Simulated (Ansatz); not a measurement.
# (AlN)1(GaN)2 [001] superlattice, started as zinc blende: phonons and vibrational spectra

Aim: the vibrations of (AlN)1(GaN)2 [001] superlattice, started as zinc blende, their spectra, and whether the structure is stable.

Main program and level: Ansatz 0.2.0; DFT PBEsol, scalar-relativistic, plane waves, PAW.

This is a report of a sequence of runs, with most program output left out.

The structure was built from a prototype and need not be the compound's stable phase.

## (1) The structure

The structure is tetragonal, space group I-4m2 (No. 119). The conventional cell has a = 3.154 Å, b = 3.154 Å, c = 13.380 Å, α = 90.00°, β = 90.00°, γ = 90.00°. Nearest to Al lie 4 N at 1.93 Å. Nearest to Ga lie 4 N at 1.93 Å. Nearest to N lie 2 Ga at 1.93 Å and 2 Al at 1.93 Å. Nearest to N lie 4 Ga at 1.93 Å. Farther neighbours and most contacts between anions are not listed.

As a file:

```cif
data_structure
_symmetry_space_group_name_H-M 'I-4m2'
_symmetry_Int_Tables_number 119
_cell_length_a 3.1537
_cell_length_b 3.1537
_cell_length_c 13.3800
_cell_angle_alpha 90.000
_cell_angle_beta 90.000
_cell_angle_gamma 90.000
_cell_volume 133.07
loop_
_atom_site_label
_atom_site_type_symbol
_atom_site_symmetry_multiplicity
_atom_site_Wyckoff_symbol
_atom_site_fract_x
_atom_site_fract_y
_atom_site_fract_z
_atom_site_occupancy
Al1 Al 2 a 0.00000 0.00000 0.00000 1
Ga1 Ga 4 e 0.50000 0.50000 0.16667 1
N1 N 4 f 0.00000 0.50000 0.08333 1
N2 N 2 d 0.50000 0.00000 0.25000 1
```

## (2) Coarse relaxation

A rough relaxation comes first, because large forces or stress need no tight tolerances yet.

input.yaml

```yaml
crystal:
  lattice:
    - [2.23, 2.23, 0.0]
    - [-2.23, 2.23, 0.0]
    - [2.23, 0.0, 6.69]
  atoms:
    - { symbol: Al, position: [0.0, 0.0, 0.0] }
    - { symbol: Ga, position: [0.333333, 0.666667, 0.333333] }
    - { symbol: Ga, position: [0.666667, 0.333333, 0.666667] }
    - { symbol: "N", position: [0.416667, 0.083333, 0.166667] }
    - { symbol: "N", position: [0.75, 0.75, 0.5] }
    - { symbol: "N", position: [0.083333, 0.416667, 0.833333] }
kpoints:
  mp_grid: { grid: [6, 6, 6] }
hamiltonian:
  xc: pbesol
scf:
  occupations: { method: gaussian, width: 0.1 }
output:
  forces: true
  stress: true
  eigenvalues: true
relax:
  adjacent_minimum: "off"
  f_tol: 0.05
  max_steps: 80
  cell: { stress_tol: 0.5 }
```

The run is started by

```sh
ansatz run input.yaml --threads 8 --pin off --max-ram 14336MiB --backend cpu --events-out ev --progress --plain --runs-dir out
```

The job ended after 3.3 s (8 threads of Arm Neoverse V2, shared host; peak memory 0.42 GiB; 19 s of CPU time).

Relaxation path:

```csv
step,energy less that of the first step (eV),largest force component (eV/Å),pressure (GPa),volume (Å³)
1,0.0000,1.0472,0.00,66.54
2,-0.0475,0.4989,-0.25,66.54
3,-0.0604,0.0114,0.18,66.37
4*,-0.0599,0.0116,0.17,66.37
```

Relaxation steps marked * repeat the geometry before them on a plane-wave basis chosen anew for their cell, so energy and pressure can jump there.

Forces are held to the 8 operations that the run works with; a distortion that breaks them can't arise in this run.

```csv
"conventional cell, symmetrised",before,after,change
a (Å),3.154,3.153,-0.0 %
b (Å),3.154,3.153,-0.0 %
c (Å),13.380,13.348,-0.2 %
volume (Å³/atom),11.09,11.06,-0.3 %
```

The atoms that moved most (Å, as changes of fractional coordinates times the final cell):

```csv
atom,dx,dy,dz,length
N6,0.000,0.000,0.057,0.057
N4,0.000,0.000,-0.057,0.057
Ga3,0.000,0.000,0.024,0.024
Ga2,0.000,0.000,-0.024,0.024
```

The relaxed structure:

```
Al Ga N
1.0
     2.22981    2.22981    0.00000
    -2.22981    2.22981    0.00000
     2.22981    0.00000    6.67386
Al Ga N
1 2 3
Direct
  0.00000 0.00000 0.00000
  0.33512 0.66488 0.32976
  0.66488 0.33512 0.67024
  0.42095 0.07905 0.15810
  0.75000 0.75000 0.50000
  0.07905 0.42095 0.84190
```

A gap read on the k-mesh alone can miss the band edges.

This step gave:

```
pressure           : 0.1663 GPa
gap on the k-mesh  : 2.388 eV
volume per atom    : 11.06 Å³
direct gap on mesh : 2.388 eV
```

In this step the volume went from 11.09 to 11.06 Å³/atom.

## (3) Bringing the structure to rest

The cell and atoms are relaxed, since residual forces and stress would shift the frequencies.

input.yaml

```yaml
crystal:
  lattice:
    - [2.2298144415, 2.2298144415, 0.0]
    - [-2.2298144415, 2.2298144415, 0.0]
    - [2.2298144415, 0.0, 6.6738555571]
  atoms:
    - { symbol: Al, position: [0.0, 0.0, 0.0] }
    - { symbol: Ga, position: [0.3351185894, 0.6648814106, 0.3297628213] }
    - { symbol: Ga, position: [0.6648814106, 0.3351185894, 0.6702371787] }
    - { symbol: "N", position: [0.4209490163, 0.0790509837, 0.1581019673] }
    - { symbol: "N", position: [0.75, 0.75, 0.5] }
    - { symbol: "N", position: [0.0790509837, 0.4209490163, 0.8418980327] }
kpoints:
  mp_grid: { grid: [8, 8, 8] }
hamiltonian:
  xc: pbesol
scf:
  occupations: { method: gaussian, width: 0.02 }
output:
  forces: true
  stress: true
  eigenvalues: true
  write_density: true
  write_potential: true
  elf: true
  volumetric_format: npy
relax:
  adjacent_minimum: "off"
  f_tol: 0.005
  max_steps: 80
  cell: { stress_tol: 0.05 }
```

The job ended after 5 s (8 threads; peak memory 0.47 GiB).

Little changed from the start: no atom moved by 0.005 Å and no cell edge by 0.1 %.

Numbers from this step:

| Quantity | Value |
| --- | --- |
| pressure | 0.005260 GPa |
| gap on the k-mesh | 2.385 eV |
| volume per atom | 11.07 Å³ |
| direct gap on mesh | 2.385 eV |

Valence density in the ac plane of the conventional cell at fractional y = 0.000, with atoms of Al and Ga and N within 0.2 Å of it. It is the smooth field of the valence electrons, not physical close to the nuclei.

Ten steps, logarithmic in the rise over the least value, from '0' (0 e/Å³) to '9' (31 e/Å³), each cell a mean:
```
00112333322100
00123455543210
00012344432100
00000111110000
00000000000000
00000000000000
32110000000123
98521000011368
87422222222358
21223455543211
00113445432100
00001222211000
00000000000000
00000000000000
33210000000123
98521100011369
87422233322357
11123455543211
00012444432100
00001122210000
00000000000000
00000000000000
00000000000000
00000000000000
```
Columns run along a (3.2 Å), rows up along c (13.3 Å), edges of the conventional cell, whose origin can differ from the input's. Atoms in or near the plane, at fractional coordinates: Al at (0.00, 0.00), Ga at (0.00, 0.66), Ga at (0.00, 0.34), N at (0.50, 0.58), N at (0.50, 0.25), N at (0.50, 0.92).

ELF in the ac plane of the conventional cell at fractional y = 0.000, with atoms of Al and Ga and N within 0.2 Å of it. It is the smooth field of the valence electrons, not physical close to the nuclei.

Values, 24 rows by 14 columns, each cell a mean:
```
0.04 0.08 0.39 0.71 0.84 0.84 0.80 0.79 0.81 0.84 0.81 0.63 0.26 0.07
0.16 0.35 0.68 0.83 0.85 0.72 0.45 0.30 0.51 0.78 0.85 0.81 0.58 0.28
0.11 0.21 0.44 0.63 0.74 0.73 0.64 0.59 0.67 0.75 0.72 0.58 0.35 0.16
0.03 0.05 0.12 0.24 0.38 0.51 0.58 0.60 0.57 0.47 0.34 0.20 0.08 0.04
0.04 0.04 0.04 0.05 0.08 0.13 0.16 0.17 0.15 0.11 0.07 0.05 0.04 0.03
0.13 0.12 0.11 0.09 0.07 0.05 0.04 0.04 0.05 0.05 0.07 0.09 0.11 0.12
0.17 0.18 0.19 0.18 0.15 0.10 0.07 0.06 0.08 0.12 0.16 0.19 0.19 0.18
0.08 0.06 0.12 0.20 0.21 0.23 0.27 0.28 0.27 0.23 0.22 0.18 0.09 0.06
0.06 0.07 0.14 0.27 0.44 0.63 0.71 0.71 0.69 0.58 0.39 0.23 0.11 0.07
0.19 0.22 0.36 0.60 0.77 0.72 0.51 0.40 0.56 0.76 0.73 0.52 0.30 0.21
0.11 0.17 0.38 0.61 0.73 0.68 0.54 0.46 0.59 0.73 0.71 0.55 0.30 0.15
0.03 0.05 0.14 0.31 0.50 0.67 0.74 0.76 0.73 0.63 0.45 0.26 0.10 0.04
0.04 0.04 0.05 0.07 0.12 0.21 0.28 0.30 0.26 0.17 0.10 0.06 0.04 0.04
0.13 0.13 0.12 0.10 0.08 0.07 0.06 0.06 0.06 0.07 0.09 0.11 0.12 0.13
0.16 0.18 0.20 0.19 0.16 0.11 0.08 0.07 0.09 0.13 0.17 0.20 0.19 0.17
0.07 0.05 0.11 0.19 0.22 0.26 0.30 0.31 0.30 0.24 0.22 0.18 0.08 0.05
0.08 0.09 0.16 0.30 0.49 0.68 0.73 0.73 0.72 0.62 0.44 0.26 0.13 0.08
0.19 0.23 0.39 0.64 0.78 0.70 0.45 0.32 0.52 0.76 0.77 0.56 0.32 0.21
0.10 0.16 0.37 0.59 0.72 0.71 0.60 0.53 0.63 0.73 0.70 0.54 0.29 0.14
0.03 0.05 0.12 0.25 0.41 0.55 0.62 0.65 0.61 0.51 0.37 0.21 0.09 0.04
0.04 0.04 0.04 0.06 0.09 0.14 0.18 0.19 0.17 0.12 0.08 0.05 0.04 0.04
0.13 0.13 0.11 0.09 0.07 0.06 0.05 0.05 0.05 0.06 0.08 0.10 0.12 0.13
0.10 0.10 0.11 0.11 0.11 0.10 0.09 0.09 0.10 0.10 0.11 0.11 0.11 0.10
0.04 0.03 0.04 0.17 0.35 0.45 0.47 0.47 0.47 0.43 0.31 0.12 0.03 0.03
```
Columns run along a (3.2 Å), rows up along c (13.3 Å), edges of the conventional cell, whose origin can differ from the input's. Atoms in or near the plane, at fractional coordinates: Al at (0.00, 0.00), Ga at (0.00, 0.66), Ga at (0.00, 0.34), N at (0.50, 0.58), N at (0.50, 0.25), N at (0.50, 0.92).

Electrostatic potential energy in the ac plane of the conventional cell at fractional y = 0.000, with atoms of Al and Ga and N within 0.2 Å of it. With pseudopotentials it is smooth inside the atoms' cores, unlike the true potential.

Ten even steps from '_' (-44 eV) to '@' (13 eV), each cell a mean:
```
####**########**##%%##****##
####%%%%**::______--##%%%%##
@@@@@@@@%%++::::--**%%@@@@@@
@@@@@@@@@@@@@@@@@@@@@@@@@@@@
@@@@@@@@@@@@@@@@@@@@@@@@@@@@
@@@@@@@@@@@@@@@@@@@@@@@@@@@@
****##%%%%@@@@@@@@@@%%####**
++++++**##@@@@@@@@%%##++++++
++++++**##%%%%%%%%%%##**++++
####%%%%##--____..==##%%####
@@@@@@@@##--......++%%@@@@@@
@@@@@@@@@@@@%%%%%%@@@@@@@@@@
@@@@@@@@@@@@@@@@@@@@@@@@@@@@
@@@@@@@@@@@@@@@@@@@@@@@@@@@@
****##%%%%@@@@@@@@@@%%##****
++++++++##@@@@@@@@%%##++++++
++++++**##%%######%%##**++++
####%%%%**::______==##%%%%##
@@@@@@@@##==::..::++%%@@@@@@
@@@@@@@@@@@@@@%%@@@@@@@@@@@@
@@@@@@@@@@@@@@@@@@@@@@@@@@@@
@@@@@@@@@@@@@@@@@@@@@@@@@@@@
**####%%%%@@@@@@@@@@%%######
%%##****##@@@@@@@@%%##**##%%
```
Columns run along a (3.2 Å; values clipped at the 3rd and 97th percentile), rows up along c (13.3 Å), edges of the conventional cell, whose origin can differ from the input's. Atoms in or near the plane, at fractional coordinates: Al at (0.00, 0.00), Ga at (0.00, 0.66), Ga at (0.00, 0.34), N at (0.50, 0.58), N at (0.50, 0.25), N at (0.50, 0.92).

In this step the volume went from 11.06 to 11.07 Å³/atom.

## (4) Relaxing to small forces for the phonons

Phonons need a cell at rest on their own settings, so the relaxation is repeated with tight tolerances on forces and stress on the k mesh and occupations of the first response run.

input.yaml

```yaml
crystal:
  lattice:
    - [2.231299006, 2.231299006, 0.0]
    - [-2.231299006, 2.231299006, 0.0]
    - [2.231299006, 0.0, 6.6706507671]
  atoms:
    - { symbol: Al, position: [0.0, 0.0, 0.0] }
    - { symbol: Ga, position: [0.3351264689, 0.6648735311, 0.3297470621] }
    - { symbol: Ga, position: [0.6648735311, 0.3351264689, 0.6702529379] }
    - { symbol: "N", position: [0.4209218455, 0.0790781545, 0.1581563091] }
    - { symbol: "N", position: [0.75, 0.75, 0.5] }
    - { symbol: "N", position: [0.0790781545, 0.4209218455, 0.8418436909] }
kpoints:
  mp_grid: { grid: [8, 8, 8] }
hamiltonian:
  xc: pbesol
scf:
  occupations: { method: fixed }
output:
  forces: true
  stress: true
  eigenvalues: true
relax:
  adjacent_minimum: "off"
  f_tol: 0.001
  max_steps: 60
  cell: { stress_tol: 0.01 }
```

Run time: 2.8 s. Hardware: 8 threads; peak memory 0.45 GiB.

Little changed from the start: no atom moved by 0.005 Å and no cell edge by 0.1 %.

Numbers from this step:

```
pressure : 0.005263 GPa
```

The largest force component left is 0.66 meV/Å and the pressure is 0.005 GPa, within the tolerances set. The cell now holds 11.07 Å³/atom.

## (5) Modes at Γ

The zone centre is the only wavevector solved here; it holds the modes that light can see, as far as symmetry allows. The response to a homogeneous field gives the Born charges and the dielectric tensor, and its change with displacement the Raman tensors.

input.yaml

```yaml
crystal:
  lattice:
    - [2.231299006, 2.231299006, 0.0]
    - [-2.231299006, 2.231299006, 0.0]
    - [2.231299006, 0.0, 6.6706507671]
  atoms:
    - { symbol: Al, position: [0.0, 0.0, 0.0] }
    - { symbol: Ga, position: [0.335126469, 0.664873531, 0.3297470621] }
    - { symbol: Ga, position: [0.664873531, 0.335126469, 0.6702529379] }
    - { symbol: "N", position: [0.4209218454, 0.0790781545, 0.1581563091] }
    - { symbol: "N", position: [0.75, 0.75, 0.5] }
    - { symbol: "N", position: [0.0790781545, 0.4209218455, 0.8418436909] }
kpoints:
  mp_grid: { grid: [8, 8, 8] }
hamiltonian:
  xc: pbesol
scf:
  occupations: { method: fixed }
output:
  eigenvalues: true
phonons:
  method: dfpt
  dielectric: true
  rigid_motions: translations
  raman: true
```

The job ended after 7.3 min (8 threads; peak memory 3.8 GiB; 56 min of CPU time).

Numbers from this step:

```
sum-rule residual before enforcement                    : 1.42e-4 eV/Å²
miss of the charge sum rule                             : 0.005831 e
estimated error of the dielectric tensor                : 0.02487
estimated error of the Born charges                     : 0.02706 e
point group                                             : -42m
highest optical mode at the zone centre (no LO-TO term) : 732.9 cm⁻¹
lowest optical zone-centre mode                         : 172.1 cm⁻¹
mean high-frequency dielectric constant                 : 5.450
largest Born charge (third of the trace)                : -2.624 e
mean static dielectric constant                         : 9.749
top of the zone-centre spectrum with the field          : 796.1 cm⁻¹
```

Without the LO-TO term. Patterns of degenerate modes are one choice out of their space. The modes at Γ (shares of kinetic energy by element, %):

```csv
mode,frequency (cm⁻¹),symmetry,Al %,Ga %,N %
1,0.0,acoustic,13,67,20
2,0.0,acoustic,13,67,20
3,0.0,acoustic,13,67,20
4,172.1,E,0,92,8
5,172.1,E,0,92,8
6,241.5,E,56,21,22
7,241.5,E,56,21,22
8,286.4,A1,0,93,7
9,387.5,B2,50,24,26
10,554.6,E,2,12,85
11,554.6,E,2,12,85
12,577.6,B2,17,7,76
13,589.1,E,0,8,92
14,589.1,E,0,8,92
15,660.0,E,28,0,72
16,660.0,E,28,0,72
17,698.4,A1,0,7,93
18,732.9,B2,20,2,78
```

Displacements in mode 4 (172.1 cm⁻¹), the largest set to 1:
```
Al1 -0.13  0.00  0.00
Ga2  0.03  1.00  0.00
Ga3  0.02 -1.00  0.00
N4  -0.33  0.34  0.00
N5   0.63  0.00  0.00
N6  -0.34 -0.34  0.00
```

Displacements in mode 17 (698.4 cm⁻¹), the largest set to 1:
```
Al1  0.00  0.00  0.00
Ga2  0.00  0.00 -0.12
Ga3  0.00  0.00  0.12
N4   0.00  0.00  1.00
N5   0.00  0.00  0.00
N6   0.00  0.00 -1.00
```

Optical modes at the zone centre, without and with the macroscopic field of the longitudinal modes; each column is sorted by frequency, so a row need not hold one and the same mode. Modes with and without the field, by row:

```csv
rank among optical modes,no field (cm⁻¹),"q along (1, 0, 0) (cm⁻¹)","q along (0, 0, 1) (cm⁻¹)"
1,172.1,172.1,172.1
2,172.1,172.1,172.1
3,241.5,241.5,241.5
4,241.5,243,241.5
5,286.4,286.4,286.4
6,387.5,387.5,391.7
7,554.6,554.6,554.6
8,554.6,577.6,554.6
9,577.6,589.1,589.1
10,589.1,589.1,589.1
11,589.1,620.4,660
12,660,660,660
13,660,698.4,698.4
14,698.4,732.9,705.5
15,732.9,783.2,796.1
```

Born charge (rows field, columns displacement) (e), principal values of the symmetric part by kind of site:

```csv
atom,atoms with these values,low,middle,high,mean
Al1,1,2.52,2.52,2.78,2.61
Ga2,2,2.53,2.63,2.65,2.60
N4,2,-2.71,-2.68,-2.48,-2.62
N5,1,-2.61,-2.61,-2.49,-2.57
```

In full for Ga2:

```
2.64 0.01 0.00
0.01 2.64 0.00
0.00 0.00 2.53
```

High-frequency dielectric tensor:

```
5.46 0.00 0.00
0.00 5.46 0.00
0.00 0.00 5.43
```

Static dielectric tensor (ions relaxed, fixed cell):

```
9.74 0.00 0.00
0.00 9.74 0.00
0.00 0.00 9.77
```

Transverse modes. Infrared lines, with heights relative to the strongest:

```csv
position (cm⁻¹),label,relative intensity
172,E,0.0
242,E,0.8
286,A1,0.0
388,B2,2.1
555,E,100
578,B2,64
589,E,0.1
660,E,38
698,A1,0.0
733,B2,5.0
```

Activity x (w_L - w)^4 (n + 1)/w, 532 nm, 300 K; modes without the macroscopic field alone. Raman lines, with heights relative to the strongest:

```csv
position (cm⁻¹),label,relative intensity
172,E,5.8
242,E,4.9
286,A1,19
388,B2,4.3
555,E,100
578,B2,40
589,E,14
660,E,12
698,A1,21
733,B2,0.3
```

Static second-order susceptibility (pm/V), twice the coefficient d of second-harmonic generation. Second order susceptibility, by row:

```csv
field along,xx,yy,zz,yz,xz,xy
x,0,0,0,6.26,0,0
y,0,0,0,0,6.26,0
z,0,0,0,0,0,6.26
```

Before it was imposed, the acoustic sum rule was missed by 1.4e-4 eV/Å² and the charge sum rule by 0.0058 e. Small misses are needed for a sound result but don't prove that mesh and cutoff are converged. The lowest optical mode is real, 172 cm⁻¹.

The log warns of the k mesh: “the force constants stand on the 8×8×8 k-mesh, whose period is 11.50 times the interband length at k = (0.0000, 0.0000, 0.0000), direct gap 2.385 eV, under 14: take them and everything formed from them as unconverged”.

## (6) Another isotope, element Ga, natural mass 69.723 amu

An isotope changes the mass and not the force constants, so no new electronic calculation is needed; the shifts show which modes move this element.

The same force constants with the mass of Ga changed from 69.723 to 70.925 u (phonopy, no LO-TO term). Both lists are sorted by frequency; levels can cross, so a row need not hold one and the same mode. Modes under 3 cm⁻¹ are left out. Isotope shifts, by row:

```csv
q,rank,natural mass (cm⁻¹),changed mass (cm⁻¹)
0 0 0,4,172.1,170.8
0 0 0,5,172.1,170.8
0 0 0,6,241.5,241.1
0 0 0,7,241.5,241.1
0 0 0,8,286.4,284.1
0 0 0,9,387.5,386.7
0 0 0,10,554.6,554
0 0 0,11,554.6,554
0 0 0,12,577.6,577.3
0 0 0,13,589.1,588.8
0 0 0,14,589.1,588.8
0 0 0,15,660,660
0 0 0,16,660,660
0 0 0,17,698.4,698
0 0 0,18,732.9,732.7
```

A mode of this element alone would shift by -0.85 %. The highest zone-centre frequency without the field goes from 732.9 to 732.7 cm⁻¹ (-0.0 %). The product of the frequency ratios over all optical modes at Γ is 0.966; the product rule, (m/m′)^(3k/2) (M′/M)^(3/2) with k = 2 such atoms and M the mass of the cell, gives 0.967.

## (7) Isotope substitution, element N, natural mass 14.007 amu

The same for N, from 14.01 to 15.00 u.

A mode of this element alone would shift by -3.37 %. The highest zone-centre frequency without the field goes from 732.9 to 713.8 cm⁻¹ (-2.6 %). The product of the frequency ratios over all optical modes at Γ is 0.751; the product rule, (m/m′)^(3k/2) (M′/M)^(3/2) with k = 3 such atoms and M the mass of the cell, gives 0.751.

## (8) What came out

```
space group after relaxation (within 0.01 Å)            : I-4m2
volume per atom                                         : 11.1 Å³
gap on the k-mesh                                       : 2.38 eV
highest optical mode at the zone centre (no LO-TO term) : 733 cm⁻¹
top of the zone-centre spectrum with the field          : 796 cm⁻¹
lowest optical zone-centre mode                         : 172 cm⁻¹
mean high-frequency dielectric constant                 : 5.45
mean static dielectric constant                         : 9.75
largest Born charge (third of the trace)                : -2.62 e
imaginary modes at Γ (the only wavevector solved)       : none
```

In words: The structure is stable against zone-centre distortions, since no mode there is imaginary; other wavevectors were not solved, so zone-boundary instabilities are untested. Without the field, the optical modes at Γ span 172 to 733 cm⁻¹. No dispersion was computed. The highest mode in this list at Γ, 732.9 cm⁻¹, is mostly motion of N (78 % of the kinetic energy). With the macroscopic field of the longitudinal modes the top of the zone-centre spectrum lies at 796 cm⁻¹, against 733 cm⁻¹ without it. Lattice motion raises the mean dielectric constant from 5.450 to 9.749. The strongest infrared line is at 555 cm⁻¹. Averaged over orientations, the strongest Raman line at 532 nm and 300 K is at 555 cm⁻¹, among the modes without the field; their longitudinal partners can be Raman active too. With the field response the log warns that the k mesh is coarse for the force constants too, so the frequencies may not be converged. The starting cell was built on a prototype and not taken from a measurement, so the phase need not exist. These are harmonic frequencies at zero temperature: anharmonic shifts, linewidths and thermal expansion are left out.

[Logs are printed without paths, hosts, clocks, repeated set-up lines and the standing remarks that a program may print on its own settings, such as how far it seeks lower states.]

[Hosts, paths, dates, database ids (printed as entryN), source tags and the programs' standing remarks are cut or masked in the printed files.]
